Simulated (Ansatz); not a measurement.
# Static equation of state of glassy nearly rigid 77ZrO2-23SiO2 (mol %), from a frame at 1800 K, (90 atoms)

Density of this cell: 4.47 g/cm³. The cell holds 90 atoms: 23 Zr, 7 Si and 60 O. Its edges and angles: a = 10.701 Å, b = 10.887 Å, c = 10.402 Å, α = 90.1°, β = 86.2°, γ = 88.7°. The starting structure: 90 atoms (23 Zr, 7 Si, 60 O) placed at random at 4.39 g/cm³, melted at 4000 K for 10 ps at fixed volume with the Morse and Coulomb pair potential with partial charges (Pedone, Malavasi, Menziani, Cormack and Segre, J. Phys. Chem. B 110, 11780 (2006)). Snapshot at the end of a hold of 10 ps at 1800 K and fixed volume.

Calculated with Ansatz 0.2.0: Kohn-Sham DFT, PBE, PAW (set soft_2), plane waves; cutoff 420 eV, Γ point, gaussian smearing of 0.025 eV. Cell and atoms were relaxed first, to V0 = 13.431 Å³ an atom at a residual P0 = 0.014 GPa. The cell was then scaled evenly, and the atoms were relaxed at each volume.

| volume (Å³/atom) | pressure (GPa) |
| --- | --- |
| 12.088 | ? |
| 12.625 | 6.503 |
| 13.028 | 3.141 |
| 13.834 | -2.542 |
| 14.237 | -4.640 |

**Question.** Fit the third-order Birch–Murnaghan equation to the rows given and extrapolate to the withheld row.

Worked fit:

Take the Eulerian strain f = ½[(V0/V)^(2/3) − 1] and the normalised pressure F = (P − P0) / [3f(1 + 2f)^(5/2)]. The third-order Birch–Murnaghan equation is then the line F = B0 + (3/2)B0(B′ − 4) f, so u = f and v = F.

```
      u = f  v = F (GPa)
  0.0210561      92.6538
  0.0102570      96.5820
-0.00975657      91.7623
 -0.0190504      89.7515
```

With n = 4: mean u = 6.2654e-4, mean v = 92.6874, Σ(u − ū)² = 0.0010051, Σ(u − ū)(v − v̄) = 0.10419. Slope b = 0.10419 / 0.0010051 = 103.67; intercept a = v̄ − b ū = 92.622.

So B0 = a = 92.6 GPa and B′ = 4 + 2b/(3a) = 4.75. At the withheld volume f = 0.03638, F = a + b f = 96.39 GPa, and P = P0 + 3f(1 + 2f)^(5/2) F.

Prediction at 12.088: 12.56 GPa. The run gave 7.102 GPa, so the fit is high by 5.5 GPa (77 % of the value).

The series isn't one smooth equation of state: even a line fitted to all rows, the withheld one included, misses F by up to 30.5 %, the count of bonds changes along the series and an atom moves over 0.5 Å in some relaxation. B0 and B′ are then only the numbers of this fit, not moduli of the material. Among the rows given, the largest miss of the fit is at 12.625, by 0.15 GPa (1.3 % of the range of the table).

Limits: Static cells at zero temperature; the cell shape is held. The program notes that the SCF threshold of these relaxations is loose for the stress. The network of bonds at the start is that of the classical potential that made the cell, and needn't be the one that DFT or experiment would give. Only the Γ point is sampled, in a cell whose shortest periodic width is 10 Å.

[Logs are printed without paths, hosts, clocks, repeated set-up lines and the standing remarks that a program may print on its own settings, such as how far it seeks lower states.]

[Hosts, paths, dates, database ids (printed as entryN), source tags and the programs' standing remarks are cut or masked in the printed files.]
